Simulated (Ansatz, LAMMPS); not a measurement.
# Molecular dynamics of amorphous Hg33S25Se8 (66 atoms)

How do the atoms of amorphous Hg33S25Se8 (66 atoms) move, and what local order do they keep?

Calculated with Ansatz 0.2.0; Kohn-Sham DFT, revPBE, PAW (set soft_2), plane waves.

## 1. The starting structure

The cell holds 66 atoms: 33 Hg, 25 S and 8 Se. Cell: a = 12.034 Å, b = 12.034 Å, c = 12.034 Å, α = 90.0°, β = 90.0°, γ = 90.0°. 66 atoms (33 Hg, 25 S, 8 Se) placed at random at 7.67 g/cm³, melted at 2500 K for 10 ps at fixed volume with the Stillinger-Weber II-VI potential (Zhou et al., Phys. Rev. B 88, 085309 (2013)). Quenched from 2500 K to 500 K at 300 K/ps and fixed volume, held 5 ps, then minimised at fixed cell.

Limits known from the start: The quench rate of 300 K/ps far exceeds what a furnace or splat quench reaches, so expect more defects and frozen-in strain than in a real sample. The network of bonds at the start is that of the classical potential that made the cell, and needn't be the one that DFT or experiment would give. Only the Γ point is sampled, in a cell whose shortest periodic width is 12 Å. The levels lack spin–orbit coupling, which is large for the heavy elements here.

## 2. Dynamics started at 300 K

A Nosé–Hoover thermostat steers the temperature while disturbing the dynamics little. The time step is 2.0 fs.

input.yaml reads:

```yaml
crystal:
  lattice:
    - [12.034, 0.0, 0.0]
    - [0.0, 12.034, 0.0]
    - [0.0, 0.0, 12.034]
  atoms:
    - { symbol: Hg, position: [0.58747, 0.27832, 0.60484] }
    - { symbol: Hg, position: [0.28298, 0.40447, 0.77525] }
    - { symbol: Hg, position: [0.11319, 0.54977, 0.4898] }
    - { symbol: Hg, position: [0.24395, 0.36531, 0.23806] }
    [... 56 atom lines left out ...]
    - { symbol: Se, position: [0.55244, 0.07659, 0.50152] }
    - { symbol: Se, position: [0.29546, 0.44311, 0.54947] }
    - { symbol: Se, position: [0.05228, 0.43939, 0.31533] }
    - { symbol: Se, position: [0.85086, 0.85041, 0.43371] }
    - { symbol: Se, position: [0.03691, 0.06851, 0.36314] }
    - { symbol: Se, position: [0.42853, 0.48041, 0.33043] }
kpoints:
  mp_grid: { grid: [1, 1, 1] }
hamiltonian:
  xc: revpbe
scf:
  occupations: { method: gaussian, width: 0.05 }
output:
  forces: true
md:
  timestep: 2.0
  n_steps: 47
  ensemble: nvt_nose_hoover
  temperature: 300
  initial_velocities: maxwell_boltzmann
  seed: 8461
```

On the command line:

```bash
$ ansatz run input.yaml --threads 4 --pin off --max-ram 8192MiB --backend cpu --events-out ev --progress --plain --runs-dir out
```

The job ended after 20 min (4 threads of Arm Neoverse V1, shared host; peak memory 2.9 GiB).

The program notes that it switched symmetry off.

The trajectory, sampled:

```csv
time (fs),T (K),potential (meV/atom),conserved (meV/atom)
0.0,300,0.0,0.00
6.0,304,-0.5,0.00
12.0,325,-3.2,0.00
18.0,362,-7.9,0.00
26.0,428,-16.5,-0.02
32.0,478,-23.3,-0.03
38.0,521,-29.4,-0.03
44.0,552,-34.4,-0.03
50.0,579,-39.5,-0.02
56.0,616,-46.3,-0.02
62.0,658,-54.6,-0.09
68.0,649,-56.9,-0.19
76.0,547,-47.5,0.08
82.0,605,-57.8,-0.15
88.0,635,-64.2,-0.14
94.0,596,-61.5,-0.06
```

Mean square displacement from the first frame to the last: Hg 0.038 Å², S 0.22 Å², Se 0.039 Å².

Table of mean square displacement by time lag:

```csv
time lag (fs),Hg (Å²),S (Å²),Se (Å²)
2.0,2.1e-5,2.2e-4,3.9e-5
4.0,8.3e-5,8.8e-4,1.6e-4
6.0,1.9e-4,0.00199,3.5e-4
8.0,3.3e-4,0.00354,6.3e-4
10.0,5.1e-4,0.00553,9.8e-4
12.0,7.4e-4,0.00794,0.00141
14.0,0.00100,0.0108,0.00191
16.0,0.00130,0.0140,0.00248
18.0,0.00164,0.0176,0.00311
20.0,0.00202,0.0216,0.00381
22.0,0.00244,0.0259,0.00457
24.0,0.00290,0.0307,0.00537
26.0,0.00339,0.0357,0.00622
28.0,0.00391,0.0412,0.00711
30.0,0.00448,0.0469,0.00804
32.0,0.00507,0.0530,0.00898
34.0,0.00571,0.0593,0.00995
36.0,0.00637,0.0658,0.0109
38.0,0.00707,0.0725,0.0119
40.0,0.00781,0.0795,0.0129
42.0,0.00857,0.0865,0.0139
44.0,0.00937,0.0937,0.0149
46.0,0.0102,0.101,0.0159
48.0,0.0111,0.108,0.0169
```

Over the second half of 94 fs the temperature averages 611 K with swings of 34 K r.m.s. The conserved energy stays within 0.19 meV/atom. From first frame to last S has the largest mean square displacement, 0.22 Å² at the end; the farthest move is 0.83 Å. The mean temperature of 611 K lies well off the 300 K of the input, so the thermostat hasn't yet brought the run to equilibrium. The run spans 0.09 ps, too short for its means to be equilibrium values.

## 3. Local order late in the run

The g(r) is a mean over the second half; what follows it is taken at the last frame.

Density 7.67 g/cm³, 26.41 Å³ an atom.

Mean of 13 frames. Pair distribution functions g(r), in bins of 0.2 Å:

```csv
r (Å),total,Hg-Hg,Hg-S,Hg-Se,S-S,S-Se,Se-Se
1.70,0.02,0.00,0.00,0.00,0.17,0.00,0.00
1.90,0.01,0.00,0.00,0.00,0.10,0.00,0.00
2.10,0.08,0.00,0.00,0.00,0.15,0.67,0.00
2.30,0.65,0.00,1.59,0.00,0.07,0.35,0.00
2.50,1.81,0.00,4.29,1.24,0.06,0.35,0.00
2.70,1.85,0.00,2.86,6.08,0.19,0.00,0.00
2.90,0.90,0.34,0.95,3.24,0.16,0.00,2.45
3.10,0.59,0.37,0.69,0.30,1.14,0.00,2.25
3.30,0.64,1.04,0.32,0.52,1.33,0.00,0.00
3.50,0.56,0.79,0.44,0.19,0.93,0.43,0.00
3.70,1.03,2.18,0.54,0.61,0.93,0.49,1.61
3.90,1.27,1.80,0.63,0.89,2.33,1.56,0.00
4.10,1.27,1.72,0.81,0.69,1.69,2.02,1.35
4.30,1.75,2.19,1.28,0.97,2.25,2.34,3.75
4.50,1.44,1.21,1.18,1.90,1.60,1.85,4.34
4.70,1.03,1.12,0.98,1.07,1.00,0.84,1.62
4.90,0.76,0.62,0.98,0.41,0.58,0.92,0.91
5.10,0.75,0.48,1.04,0.67,0.56,0.76,0.00
5.30,0.72,0.70,0.85,0.63,0.56,0.50,1.54
5.50,0.69,0.63,0.78,0.62,0.82,0.41,0.27
5.70,0.74,0.78,0.71,0.83,0.82,0.46,1.33
5.90,1.10,0.62,1.33,1.54,1.10,0.83,1.44
```

Bonds by pair of elements; cutoffs follow the first minimum of g(r), held within bounds set by covalent radii, and pairs that aren't listed don't count as bonded:

```csv
pair A-B,cutoff (Å),bonds,mean length (Å),spread (Å),shortest (Å),B about A,A about B
Hg-S,3.15,82,2.62,0.212,2.25,2.48,3.28
Hg-Se,3.08,30,2.75,0.128,2.49,0.909,3.75
S-S,2.37,1,2.23,0,2.23,0.08,0.08
S-Se,2.54,1,2.51,0,2.51,0.04,0.125
```

The cutoff for Hg-S falls short of the minimum of g(r), so counts run low and odd coordinations can be artefacts.

How many atoms have how many bonded neighbours:

```csv
element,mean,2,3,4,5
Hg,3.39,1,20,10,2
S,3.4,3,10,11,1
Se,3.88,0,2,5,1
```

Bond angles (no mean is given where the spread exceeds 20°):

```csv
angle,count,mean (°),spread (°)
Hg-S-Hg,103,-,-
S-Hg-S,78,109,19.8
S-Hg-Se,51,107,17.4
Hg-Se-Hg,43,-,-
Se-Hg-Se,12,109,12.8
```

Bond length by coordination (bonds to H left out):

```csv
element,coordination,atoms,mean bond length (Å)
Hg,2,1,2.71
Hg,3,20,2.62
Hg,4,10,2.65
Hg,5,2,2.83
S,2,3,2.40
S,3,10,2.53
S,4,11,2.68
S,5,1,2.73
Se,3,2,2.73
Se,4,5,2.72
Se,5,1,2.81
```

Rings of the network by King's shortest-path rule, up to 12 atoms, one path for each pair of neighbours; H, halogens, alkali and alkaline-earth atoms are left out, and the last column divides by all other atoms, bonded or not:

```csv
ring size (atoms),rings,per network atom
3,1,0.015
4,4,0.061
5,2,0.03
6,31,0.47
7,4,0.061
8,48,0.727
9,3,0.045
10,9,0.136
12,2,0.03
```

Rings of 8 atoms are the most common (46 % of those counted); sizes run from 3 to 12, where the search stops.

## 4. Single point at the last frame

The last frame is solved once more, with the analyses that the dynamics left out.

input.yaml reads:

```yaml
crystal:
  lattice:
    - [12.034, 0.0, 0.0]
    - [0.0, 12.034, 0.0]
    - [0.0, 0.0, 12.034]
  atoms:
    - { symbol: Hg, position: [0.579, 0.2901, 0.59926] }
    - { symbol: Hg, position: [0.29891, 0.39345, 0.77005] }
    - { symbol: Hg, position: [0.10497, 0.54747, 0.50422] }
    - { symbol: Hg, position: [0.24577, 0.37339, 0.23771] }
    [... 56 atom lines left out ...]
    - { symbol: Se, position: [0.56741, 0.08866, 0.48961] }
    - { symbol: Se, position: [0.30083, 0.4322, 0.55568] }
    - { symbol: Se, position: [0.04556, 0.43155, 0.30326] }
    - { symbol: Se, position: [0.85275, 0.83479, 0.42554] }
    - { symbol: Se, position: [0.02908, 0.08041, 0.36308] }
    - { symbol: Se, position: [0.42307, 0.47009, 0.34163] }
kpoints:
  mp_grid: { grid: [1, 1, 1] }
hamiltonian:
  xc: revpbe
scf:
  occupations: { method: gaussian, width: 0.05 }
output:
  forces: true
  stress: true
  populations: intrinsic
  dos:
    method: { smearing: { sigma: 0.15 } }
    de: 0.1
    projected: { site_lists: { Hg: [Hg], S: [S], Se: [Se] } }
  eigenvalues: true
  write_density: true
  write_potential: true
  volumetric_format: npy
  elf: true
```

The job ended after 57 s (4 threads; peak memory 2.7 GiB; 3.7 min of CPU time).

Numbers from this run:

```yaml
free_energy: -522578.0650 eV
free_energy_per_atom: -7917.8495 eV/atom
scf_cycles: 13
pressure: 4.158 GPa
r_m_s_force_component: 0.4981 eV/Å
longest_force: 2.364 eV/Å
fermi_energy: 8.433 eV
levels_partly_filled_by_over_2_per_cent: 2
```

Length of the force by element:

```csv
element,coordination,atoms,mean length of the force (eV/Å),spread,least,most
Hg,all,33,0.657,0.361,0.258,1.54
S,all,25,0.844,0.557,0.167,2.36
Se,all,8,0.680,0.408,0.178,1.35
```

Intrinsic-atomic-orbital charges by element:

```csv
element,coordination,atoms,mean charge (e),spread,least,most
Hg,all,33,0.902,0.137,0.529,1.06
S,all,25,-0.924,0.192,-1.14,-0.422
Se,all,8,-0.831,0.158,-1.03,-0.531
```

States in the cell by windows of 1 eV, zero at the Fermi level; the larger projections on atomic orbitals stand beside the total:

```csv
from (eV),to (eV),total,Hg d,S p,Hg s,Se p
-10,-9,0.0,0.0,0.0,0.0,0.0
-9,-8,2.3,1.7,0.4,0.1,0.0
-8,-7,94.2,79.7,8.4,2.5,2.8
-7,-6,219.1,204.7,6.8,2.8,2.3
-6,-5,28.8,17.7,3.4,4.8,1.7
-5,-4,36.5,6.8,11.9,11.5,4.2
-4,-3,27.0,3.1,12.6,4.9,4.5
-3,-2,38.6,3.4,23.4,2.0,7.6
-2,-1,49.5,4.3,31.5,1.7,9.5
-1,0,32.1,2.0,20.7,2.8,4.6
0,1,15.7,0.5,6.0,4.7,2.6
1,2,22.9,0.4,7.4,8.2,3.0
2,3,25.1,0.4,7.6,9.5,2.3
3,4,17.3,0.1,1.8,2.0,0.5
4,5,33.1,0.1,1.8,1.5,0.5
```

Between -26 and -10 eV lie 66 more states.

The stored curve holds about 594 of the 938 electrons; the rest, give or take the few that broadening carries across the Fermi level, lie in deeper levels below its range.

The levels nearest the highest filled one (over half full), pooled over k-points and spins:

```csv
level less the highest filled one (eV),occupation
-0.395,2
-0.346,2
-0.273,2
-0.203,2
-0.0979,2
0,1.71
0.0751,0.289
0.230,0
0.434,0
0.591,0
0.678,0
0.841,0
```

Mean intrinsic-atomic-orbital charges: Hg +0.90, S -0.92, Se -0.83 e. Within 0.4 eV of the Fermi level the largest share is S p (57 % of the projected weight).

## 5. Outcome

| Property | Result |
| --- | --- |
| mean temperature, second half | 610.9 K |
| temperature swing, second half | 33.83 K |
| slope of the conserved energy against time, by least squares | -1.317 meV/atom/ps |
| free energy per atom | -7917.8495 eV/atom |
| pressure | 4.158 GPa |
| r.m.s. force component | 0.4981 eV/Å |
| wall time of the 2 DFT runs | 21 min |

What this shows: Over the second half of 94 fs the temperature averages 611 K with swings of 34 K r.m.s. The conserved energy stays within 0.19 meV/atom. The mean temperature of 611 K lies well off the 300 K of the input, so the thermostat hasn't yet brought the run to equilibrium. The run spans 0.09 ps, too short for its means to be equilibrium values. Counting bands leaves a spacing of only 0.075 eV (at Γ alone), which the smearing bridges: 2 levels are partly filled by over 2 %, so a gap, if any, is small at this level.

What to keep in mind: The pressure of 4.2 GPa is that of one thermal frame at a volume set beforehand, without the kinetic term.

[Logs are printed without paths, hosts, clocks, repeated set-up lines and the standing remarks that a program may print on its own settings, such as how far it seeks lower states.]

[Hosts, paths, dates, database ids (printed as entryN), source tags and the programs' standing remarks are cut or masked in the printed files.]
